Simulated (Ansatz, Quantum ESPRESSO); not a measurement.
**TePd (P6_3/mmc): electron–phonon coupling with Quantum ESPRESSO**

Aim: mode couplings and λ of TePd (P6_3/mmc) by double-delta sums in Quantum ESPRESSO. The first relaxation steps of the session are not shown, so no cell shown is the starting entry, unless a step says so.

Program: Ansatz 0.2.0 and Quantum ESPRESSO 7.5. Level of theory: DFT PBEsol, scalar-relativistic, plane waves, PAW, in the first sound run; inputs show where later runs differ. Results are calculated unless marked as measured.

## Step 1: The cell after earlier relaxation steps

Symmetry: P6_3/mmc, No. 194, hexagonal system. Conventional cell: a = 4.158 Å, b = 4.158 Å, c = 5.610 Å, α = 90.00°, β = 90.00°, γ = 120.00°. Nearest to Te lie 6 Pd at 2.78 Å. Nearest to Pd lie 6 Te at 2.78 Å and 2 Pd at 2.81 Å. Farther neighbours and most contacts between anions are not listed.

## Step 2: Tight relaxation

Residual forces and stress shift phonon frequencies, so the cell is relaxed again, with tight thresholds and the mesh and smearing of this input. Earlier relaxation steps are not shown.

File input.yaml:

```yaml
crystal:
  lattice:
    - [4.1577088937, 0.0, 0.0]
    - [-2.0788544468, 3.6006815235, 0.0]
    - [0.0, 0.0, 5.6104398957]
  atoms:
    - { symbol: Te, position: [0.3333333333, 0.6666666667, 0.25] }
    - { symbol: Te, position: [0.6666666667, 0.3333333333, 0.75] }
    - { symbol: Pd, position: [0.0, 0.0, 0.0] }
    - { symbol: Pd, position: [0.0, 0.0, 0.5] }
kpoints:
  mp_grid: { grid: [9, 9, 6] }
hamiltonian:
  xc: pbesol
scf:
  occupations: { method: methfessel_paxton, width: 0.2 }
output:
  forces: true
  stress: true
  eigenvalues: true
relax:
  adjacent_minimum: "off"
  f_tol: 0.001
  max_steps: 60
  cell: { stress_tol: 0.01 }
```

The run is started by

```bash
> ansatz run input.yaml --threads 8 --pin off --max-ram 16384MiB --backend cpu --events-out ev --progress --plain --runs-dir out
```

Numbers of over 12 decimals in the logs are rounded to 6 here.

What it wrote:

```text
[the first part of the log is left out]
  E_aug_tail   = 0.000053  (compensation charges beyond the density's cutoff)
  E_ewald      = -8470.093595
  E_core_change = 1.354679  (= ΣΔE_core)
  E_smearing   = -0.002818  (= −TS)
  E_closure    = -0.000000  (closes the sum)
  Σ components = -27617.839122   (vs F -27617.839122, Δ=0.00e0)
--- Forces (eV/Å), atoms counted from 1 ---
  atom   1  Te     0.00000000    -0.00000000    -0.00000000
  atom   2  Te     0.00000000     0.00000000     0.00000000
  atom   3  Pd    -0.00000000    -0.00000000    -0.00000000
  atom   4  Pd    -0.00000000     0.00000000     0.00000000
  max |Σ_I F_I| component: 1.73e-18 eV/Å
--- Stress (GPa, compression-positive) ---
        0.000413       0.000000      -0.000000
       -0.000000       0.000413      -0.000000
       -0.000000      -0.000000       0.000092
  P = ⅓ Tr σ = 0.0003 GPa (0.003 kbar)
--- Band table (eV; the first three rows and the last of 48) ---
  k-point 0: bands = ["-69.6160", "-69.6016", "-35.4544", "-35.4109", "-35.4109", "-35.3931", "-35.3931", "-35.2719", "-22.5313", "-22.5313", "-22.5249", "-22.5242", "-22.5234", "-22.5234", "-22.5213", "-22.5213", "-22.5188", "-22.5188", "1.4045", "3.8731", "8.4005", "9.4538", "9.4538", "10.3953", "11.2428", "11.2428", "11.7377", "11.7377", "12.8394", "12.8394", "13.8490", "13.8490", "14.7970", "15.5045", "16.7651", "16.7651", "17.2067", "18.2975", "20.1423", "20.1423", "23.0594"]
  k-point 1: bands = ["-69.6151", "-69.6026", "-35.4422", "-35.4097", "-35.4097", "-35.3943", "-35.3943", "-35.2842", "-22.5306", "-22.5306", "-22.5248", "-22.5243", "-22.5237", "-22.5237", "-22.5213", "-22.5213", "-22.5192", "-22.5192", "1.5151", "3.5914", "8.8115", "9.5534", "9.5534", "10.5235", "11.3177", "11.3177", "11.4695", "11.4695", "12.5832", "12.5832", "14.3165", "14.3165", "14.3830", "14.8227", "16.6723", "16.6723", "17.6114", "18.8715", "20.1978", "20.1978", "22.4572"]
  k-point 2: bands = ["-69.6124", "-69.6052", "-35.4091", "-35.4065", "-35.4065", "-35.3976", "-35.3976", "-35.3178", "-22.5289", "-22.5289", "-22.5247", "-22.5247", "-22.5247", "-22.5244", "-22.5211", "-22.5211", "-22.5201", "-22.5201", "1.8389", "2.9816", "9.7601", "9.8455", "9.8455", "10.7987", "10.8927", "10.8927", "11.5309", "11.5309", "12.2137", "12.2137", "13.6006", "13.6740", "15.1095", "15.1095", "16.3740", "16.3740", "18.4851", "19.6384", "20.3992", "20.3992", "21.5364"]
  k-point 47: bands = ["-69.6088", "-69.6088", "-35.4035", "-35.4035", "-35.4031", "-35.4031", "-35.3634", "-35.3634", "-22.5285", "-22.5285", "-22.5258", "-22.5258", "-22.5213", "-22.5213", "-22.5208", "-22.5208", "-22.5198", "-22.5198", "3.1934", "3.1934", "9.1353", "9.1353", "9.8373", "9.8373", "10.6069", "10.6069", "11.9153", "11.9153", "11.9786", "11.9786", "12.6442", "12.6442", "13.0028", "13.0028", "17.1290", "17.1290", "20.3445", "20.3445", "20.6185", "20.6185", "23.1648"]
--- Relaxed structure (3 steps of the walk, 3 accepted, 1 SCFs on fresh bases) ---
  F+E_penalty+E_count = -27617.83912203 eV   max|allowed force component| = 1.070e-17 eV/Å   (the final SCF, on the basis selected at the relaxed cell)
  cell:  # Å, volume = 84.0033 Å³
    - [4.157352, -2.8865007620928875e-11, 0]
    - [-2.078676, 3.600372, 0]
    - [0, 0, 5.612190]
  atoms:
    - { symbol: Te, position: [0.333333, 0.666667, 0.25] }
    - { symbol: Te, position: [0.666667, 0.333333, 0.75] }
    - { symbol: Pd, position: [0, 0, 0] }
    - { symbol: Pd, position: [0, 0, 0.5] }
```

Elapsed: 4.1 s, on 8 threads of Arm Neoverse V2, shared host; peak memory 0.56 GiB.

Little changed from the start: no atom moved by 0.005 Å and no cell edge by 0.1 %.

This step gave:

* pressure: 3.06e-4 GPa
* volume per atom: 21.00 Å³
* metallic on mesh: yes
* gap on the k-mesh: 0 eV

The largest force is now zero by symmetry and the largest stress component 4.1e-4 GPa.

## Step 3: Second program, ground state

ph.x needs a tightly converged ground state on the same k mesh; the cell is that of the step before.

This step: DFT PBEsol, scalar-relativistic, plane waves, GBRV ultrasoft pseudopotentials (Quantum ESPRESSO 7.5).

File pw.in:

```
 &control
    calculation='scf',
    prefix='x',
    outdir='./tmp',
    pseudo_dir='./pseudo',
    tprnfor=.true.,
    tstress=.true.,
 /
 &system
    ibrav=4,
    celldm(1)=7.85625591,
    celldm(3)=1.34994349,
    nat=4,
    ntyp=2,
    ecutwfc=45.0,
    ecutrho=360.0,
    occupations='smearing',
    smearing='fd',
    degauss=0.00734986,
    nbnd=37,
 /
 &electrons
    conv_thr=1.0d-11,
    mixing_beta=0.5,
 /
ATOMIC_SPECIES
 Te    127.6000  Te.upf
 Pd    106.4200  Pd.upf
ATOMIC_POSITIONS crystal
 Te     0.333333333   0.666666667   0.250000000
 Te     0.666666667   0.333333333   0.750000000
 Pd     0.000000000   0.000000000   0.000000000
 Pd     0.000000000   0.000000000   0.500000000
K_POINTS automatic
 6 6 4 0 0 0
```

The run is started by

```bash
> OMP_NUM_THREADS=1 mpirun -n 8 pw.x -nk 8 -in pw.in > pw.x.log
```

What it wrote:

```text
Program PWSCF v.7.5

     This program is part of the open-source Quantum ESPRESSO suite
     for quantum simulation of materials; please cite
         "P. Giannozzi et al., J. Phys.:Condens. Matter 21 395502 (2009);
         "P. Giannozzi et al., J. Phys.:Condens. Matter 29 465901 (2017);
         "P. Giannozzi et al., J. Chem. Phys. 152 154105 (2020);
     in publications or presentations arising from this work. More details at

     G-vector sticks info
     --------------------
     sticks:   dense  smooth     PW     G-vecs:    dense   smooth      PW
     Sum        1531     769    223                65267    23109    3715

     Using Slab Decomposition

     bravais-lattice index     =            4
     lattice parameter (alat)  =       7.8563  a.u.
     unit-cell volume          =     566.8825 (a.u.)^3
     number of atoms/cell      =            4
     number of atomic types    =            2
     number of electrons       =        44.00
     number of Kohn-Sham states=           37
     kinetic-energy cutoff     =      45.0000  Ry
     charge density cutoff     =     360.0000  Ry
     scf convergence threshold =      1.0E-11
     mixing beta               =       0.5000
     number of iterations used =            8  plain     mixing
     Exchange-correlation= SLA  PW   PSX  PSC
                           (   1   4  10   8   0   0   0)

     celldm(1)=   7.856256  celldm(2)=   0.000000  celldm(3)=   1.349943
     celldm(4)=   0.000000  celldm(5)=   0.000000  celldm(6)=   0.000000

     crystal axes: (cart. coord. in units of alat)
               a(1) = (   1.000000   0.000000   0.000000 )
               a(2) = (  -0.500000   0.866025   0.000000 )
               a(3) = (   0.000000   0.000000   1.349943 )

     reciprocal axes: (cart. coord. in units 2 pi/alat)
               b(1) = (  1.000000  0.577350 -0.000000 )
               b(2) = (  0.000000  1.154701  0.000000 )
               b(3) = (  0.000000 -0.000000  0.740772 )

     PseudoPot. # 1 for Te read from file:
     ./pseudo/Te.upf
     Pseudo is Ultrasoft + core correction, Zval =  6.0
     Using radial grid of  891 points,  5 beta functions with:
                l(1) =   0
                l(2) =   0
                l(3) =   1
                l(4) =   1
                l(5) =   2
     Q(r) pseudized with  6 coefficients,  rinner =    1.800   1.800   1.800
                                                       1.800   1.800

     PseudoPot. # 2 for Pd read from file:
     ./pseudo/Pd.upf
     Pseudo is Ultrasoft + core correction, Zval = 16.0
     Using radial grid of  887 points,  6 beta functions with:
                l(1) =   0
                l(2) =   0
                l(3) =   1
                l(4) =   1
                l(5) =   2
                l(6) =   2
     Q(r) pseudized with  8 coefficients,  rinner =    1.130   1.130   1.130
                                                       1.130   1.130

     atomic species   valence    mass     pseudopotential
     Te                6.00   127.60000     Te( 1.00)
     Pd               16.00   106.42000     Pd( 1.00)

     24 Sym. Ops., with inversion, found (12 have fractional translation)

   Cartesian axes

     site n.     atom                  positions (alat units)
         1        Te     tau(   1) = (  -0.0000000   0.5773503   0.3374859  )
         2        Te     tau(   2) = (   0.5000000   0.2886751   1.0124576  )
         3        Pd     tau(   3) = (   0.0000000   0.0000000   0.0000000  )
         4        Pd     tau(   4) = (   0.0000000   0.0000000   0.6749717  )

     number of k points=    21  Fermi-Dirac smearing, width (Ry)=  0.0073
                       cart. coord. in units 2pi/alat
        k(    1) = (   0.0000000   0.0000000   0.0000000), wk =   0.0138889
        k(    2) = (   0.0000000   0.0000000   0.1851929), wk =   0.0277778
        k(    3) = (   0.0000000   0.0000000  -0.3703859), wk =   0.0138889
        k(    4) = (   0.0000000   0.1924501   0.0000000), wk =   0.0833333
        k(    5) = (   0.0000000   0.1924501   0.1851929), wk =   0.1666667
        k(    6) = (   0.0000000   0.1924501  -0.3703859), wk =   0.0833333
        k(    7) = (   0.0000000   0.3849002   0.0000000), wk =   0.0833333
        k(    8) = (   0.0000000   0.3849002   0.1851929), wk =   0.1666667
        k(    9) = (   0.0000000   0.3849002  -0.3703859), wk =   0.0833333
        k(   10) = (   0.0000000  -0.5773503   0.0000000), wk =   0.0416667
        k(   11) = (   0.0000000  -0.5773503   0.1851929), wk =   0.0833333
        k(   12) = (   0.0000000  -0.5773503  -0.3703859), wk =   0.0416667
        k(   13) = (   0.1666667   0.2886751   0.0000000), wk =   0.0833333
        k(   14) = (   0.1666667   0.2886751   0.1851929), wk =   0.1666667
        k(   15) = (   0.1666667   0.2886751  -0.3703859), wk =   0.0833333
        k(   16) = (   0.1666667   0.4811252   0.0000000), wk =   0.1666667
        k(   17) = (   0.1666667   0.4811252   0.1851929), wk =   0.3333333
        k(   18) = (   0.1666667   0.4811252  -0.3703859), wk =   0.1666667
        k(   19) = (   0.3333333   0.5773503   0.0000000), wk =   0.0277778
        k(   20) = (   0.3333333   0.5773503   0.1851929), wk =   0.0555556
        k(   21) = (   0.3333333   0.5773503  -0.3703859), wk =   0.0277778

     Dense  grid:    65267 G-vectors     FFT dimensions: (  48,  48,  72)

     Smooth grid:    23109 G-vectors     FFT dimensions: (  36,  36,  48)

     Initial potential from superposition of free atoms

     starting charge      42.9996, renormalised to      44.0000

     negative rho (up, down):  1.424E-01 0.000E+00
     Starting wfcs are   32 randomized atomic wfcs +    5 random wfcs

     per-process dynamical memory:    47.2 Mb

     Self-consistent Calculation

     iteration #  1     ecut=    45.00 Ry     beta= 0.50
     Davidson diagonalization with overlap
     ethr =  1.00E-02,  avg # of iterations =  5.2

     negative rho (up, down):  1.405E-01 0.000E+00

     total energy              =    -447.91952856 Ry
     estimated scf accuracy    <       4.64815805 Ry

     iteration #  2     ecut=    45.00 Ry     beta= 0.50
     Davidson diagonalization with overlap
     ethr =  1.00E-02,  avg # of iterations =  2.0

     negative rho (up, down):  1.438E-01 0.000E+00

     total energy              =    -449.68475890 Ry
     estimated scf accuracy    <       5.12928887 Ry

     iteration #  3     ecut=    45.00 Ry     beta= 0.50
     Davidson diagonalization with overlap
     ethr =  1.00E-02,  avg # of iterations =  1.7

     negative rho (up, down):  1.448E-01 0.000E+00

[...]
estimated scf accuracy    <       0.00002373 Ry

     iteration #  7     ecut=    45.00 Ry     beta= 0.50
     Davidson diagonalization with overlap
     ethr =  5.39E-08,  avg # of iterations =  1.9

     negative rho (up, down):  1.458E-01 0.000E+00

     total energy              =    -450.25152079 Ry
     estimated scf accuracy    <       0.00000256 Ry

     iteration #  8     ecut=    45.00 Ry     beta= 0.50
     Davidson diagonalization with overlap
     ethr =  5.82E-09,  avg # of iterations =  2.1

     negative rho (up, down):  1.458E-01 0.000E+00

     total energy              =    -450.25152157 Ry
     estimated scf accuracy    <       0.00000049 Ry

     iteration #  9     ecut=    45.00 Ry     beta= 0.50
     Davidson diagonalization with overlap
     ethr =  1.12E-09,  avg # of iterations =  1.9

     negative rho (up, down):  1.458E-01 0.000E+00

     total energy              =    -450.25152170 Ry
     estimated scf accuracy    <       0.00000003 Ry

     iteration # 10     ecut=    45.00 Ry     beta= 0.50
     Davidson diagonalization with overlap
     ethr =  7.55E-11,  avg # of iterations =  3.1

     negative rho (up, down):  1.458E-01 0.000E+00

     total energy              =    -450.25152171 Ry
     estimated scf accuracy    <          1.9E-09 Ry

     iteration # 11     ecut=    45.00 Ry     beta= 0.50
     Davidson diagonalization with overlap
     ethr =  4.26E-12,  avg # of iterations =  2.6

     negative rho (up, down):  1.458E-01 0.000E+00

     total energy              =    -450.25152171 Ry
     estimated scf accuracy    <          2.9E-11 Ry

     iteration # 12     ecut=    45.00 Ry     beta= 0.50
     Davidson diagonalization with overlap
     ethr =  1.00E-13,  avg # of iterations =  3.3

     negative rho (up, down):  1.458E-01 0.000E+00

     End of self-consistent calculation

          k = 0.0000 0.0000 0.0000 (  2909 PWs)   bands (ev):

   -38.0820 -38.0364 -38.0364 -38.0187 -38.0187 -37.9004  -1.1903   1.2755
     5.8218   6.8665   6.8665   7.8060   8.6473   8.6473   9.1214   9.1214
    10.2737  10.2737  11.2572  11.2572  12.2055  12.9351  14.1689  14.1689
    14.5655  15.7159  17.5263  17.5263  20.8291  20.8291  21.3073  21.7136
    22.2291  22.2291  22.8945  22.8946  23.8335

          k = 0.0000 0.0000 0.1852 (  2939 PWs)   bands (ev):

   -38.0557 -38.0338 -38.0338 -38.0213 -38.0213 -37.9273  -0.9432   0.7086
     6.6691   7.0864   7.0864   8.0722   8.5888   8.5888   8.8138   8.8138
     9.8177   9.8177  11.4042  11.6610  12.1288  12.1288  13.9660  13.9660
    15.3913  16.7417  17.6453  17.6453  19.5007  19.5007  20.3535  20.8018
    22.3706  23.0427  23.0427  24.7709  24.7709

          k = 0.0000 0.0000-0.3704 (  2902 PWs)   bands (ev):

   -38.0276 -38.0276 -38.0276 -38.0276 -37.9918 -37.9918  -0.2461  -0.2461
     7.7118   7.7118   7.7118   7.7118   8.0826   8.0826   9.2561   9.2561
     9.2561   9.2561  10.5311  10.5311  13.2705  13.2705  13.2705  13.2705
    16.8523  16.8523  18.2115  18.2115  18.2115  18.2115  19.4655  19.4655
    24.3048  24.3048  25.2434  25.2434  25.2434

          k = 0.0000 0.1925 0.0000 (  2889 PWs)   bands (ev):

   -38.0819 -38.0371 -38.0366 -38.0192 -38.0188 -37.9004  -0.9391   1.1769
     6.1626   6.9524   7.1140   7.6660   8.2673   8.5219   8.7958   9.2275
    10.2258  10.2268  10.2694  10.9666  12.0174  12.8587  13.2648  14.1040
    15.8228  17.0707  17.8824  18.5956  18.6500  19.2744  19.6722  22.5581
    22.9352  23.1663  24.1698  24.8267  25.0468

          k = 0.0000 0.1925 0.1852 (  2896 PWs)   bands (ev):

[...]
22.8826  23.1456  23.7062  24.7071  25.9592

          k = 0.0000 0.1925-0.3704 (  2906 PWs)   bands (ev):

[...]
23.2057  23.2057  24.6882  24.6882  25.8859

          k = 0.0000 0.3849 0.0000 (  2888 PWs)   bands (ev):

[...]
24.0176  24.0183  26.1273  26.8679  27.2093

          k = 0.0000 0.3849 0.1852 (  2880 PWs)   bands (ev):

[...]
23.0883  23.4121  26.1826  26.5084  27.0302

          k = 0.0000 0.3849-0.3704 (  2878 PWs)   bands (ev):

[...]
23.8971  23.8971  24.2084  24.2084  27.1944

          k = 0.0000-0.5774 0.0000 (  2890 PWs)   bands (ev):

[...]
25.1655  25.3008  25.7248  26.0618  26.2209

          k = 0.0000-0.5774 0.1852 (  2872 PWs)   bands (ev):

[...]
23.8903  24.3214  25.6369  25.8922  26.6302

          k = 0.0000-0.5774-0.3704 (  2876 PWs)   bands (ev):

[...]
24.1876  24.1876  24.4713  24.4713  25.9170

          k = 0.1667 0.2887 0.0000 (  2881 PWs)   bands (ev):

[...]
23.5035  24.1156  24.4104  26.8264  27.0300

          k = 0.1667 0.2887 0.1852 (  2886 PWs)   bands (ev):

[...]
23.3813  23.8979  25.4063  25.4366  26.2943

          k = 0.1667 0.2887-0.3704 (  2888 PWs)   bands (ev):

[...]
23.1307  23.1307  25.1112  25.1112  26.9401

          k = 0.1667 0.4811 0.0000 (  2896 PWs)   bands (ev):

[...]
24.2244  25.2061  25.9538  25.9777  26.5363

          k = 0.1667 0.4811 0.1852 (  2892 PWs)   bands (ev):

[...]
24.1414  24.5568  25.0426  26.0766  26.4766

          k = 0.1667 0.4811-0.3704 (  2884 PWs)   bands (ev):

[...]
24.3944  24.3944  25.7410  25.7410  26.6176

          k = 0.3333 0.5774 0.0000 (  2916 PWs)   bands (ev):

[...]
23.3168  25.7516  25.7516  25.8711  26.3771

          k = 0.3333 0.5774 0.1852 (  2898 PWs)   bands (ev):

   -38.0551 -38.0357 -38.0357 -38.0228 -38.0228 -37.9270   0.5814   0.5814
     6.2032   6.6584   6.6584   7.9972   7.9972   8.6165   8.7094   9.4656
     9.4656  10.0145  10.0781  10.0781  10.6755  10.6755  13.2135  13.2135
    16.4663  18.2999  19.2095  19.2095  20.1025  20.5368  20.5368  23.4269
    23.5087  23.5087  25.9835  25.9835  26.7816

          k = 0.3333 0.5774-0.3704 (  2874 PWs)   bands (ev):

   -38.0292 -38.0292 -38.0292 -38.0292 -37.9913 -37.9913   0.6001   0.6001
     6.5498   6.5498   7.2314   7.2314   8.0188   8.0188   9.3354   9.3354
     9.4097   9.4097  10.0740  10.0740  10.4282  10.4282  14.5471  14.5471
    17.7366  17.7366  18.0751  18.0751  20.6553  20.6553  20.6976  20.6976
    22.5470  22.5470  27.8363  27.8363  28.5063

     the Fermi energy is    12.3450 ev

!    total energy              =    -450.25152171 Ry
     estimated scf accuracy    <          1.1E-12 Ry
     smearing contrib. (-TS)   =      -0.00614657 Ry
     internal energy E=F+TS    =    -450.24537514 Ry

     The total energy is F=E-TS. E is the sum of the following terms:
     one-electron contribution =    -195.48383187 Ry
     hartree contribution      =     125.29810423 Ry
     xc contribution           =     -91.22247179 Ry
     ewald contribution        =    -288.83717571 Ry

     convergence has been achieved in  12 iterations

     negative rho (up, down):  1.458E-01 0.000E+00

     Forces acting on atoms (cartesian axes, Ry/au):

     atom    1 type  1   force =     0.00000000    0.00000000   -0.00000000
     atom    2 type  1   force =     0.00000000    0.00000000    0.00000000
     atom    3 type  2   force =    -0.00000000   -0.00000000    0.00000000
     atom    4 type  2   force =     0.00000000   -0.00000000    0.00000000

     Total force =     0.000000     Total SCF correction =     0.000000

     Computing stress (Cartesian axis) and pressure

     negative rho (up, down):  1.458E-01 0.000E+00
          total   stress  (Ry/bohr**3)                   (kbar)     P=       13.10
   0.00009776  -0.00000000   0.00000000           14.38       -0.00        0.00
  -0.00000000   0.00009776   0.00000000           -0.00       14.38        0.00
   0.00000000  -0.00000000   0.00007163            0.00       -0.00       10.54

     Writing all to output data dir ./tmp/x.save/ :
     XML data file, charge density, pseudopotentials, collected wavefunctions

   JOB DONE.
```

Run time: 8.5 s. Hardware: 8 MPI ranks.

Numbers from this step:

```yaml
pressure: 1.31 GPa
```

With these potentials, mesh and smearing the cell is at 1.3 GPa.

(Continued in part 2 of 2.)

[Logs are printed without paths, hosts, clocks, repeated set-up lines and the standing remarks that a program may print on its own settings, such as how far it seeks lower states.]

[Hosts, paths, dates, database ids (printed as entryN), source tags and the programs' standing remarks are cut or masked in the printed files.]
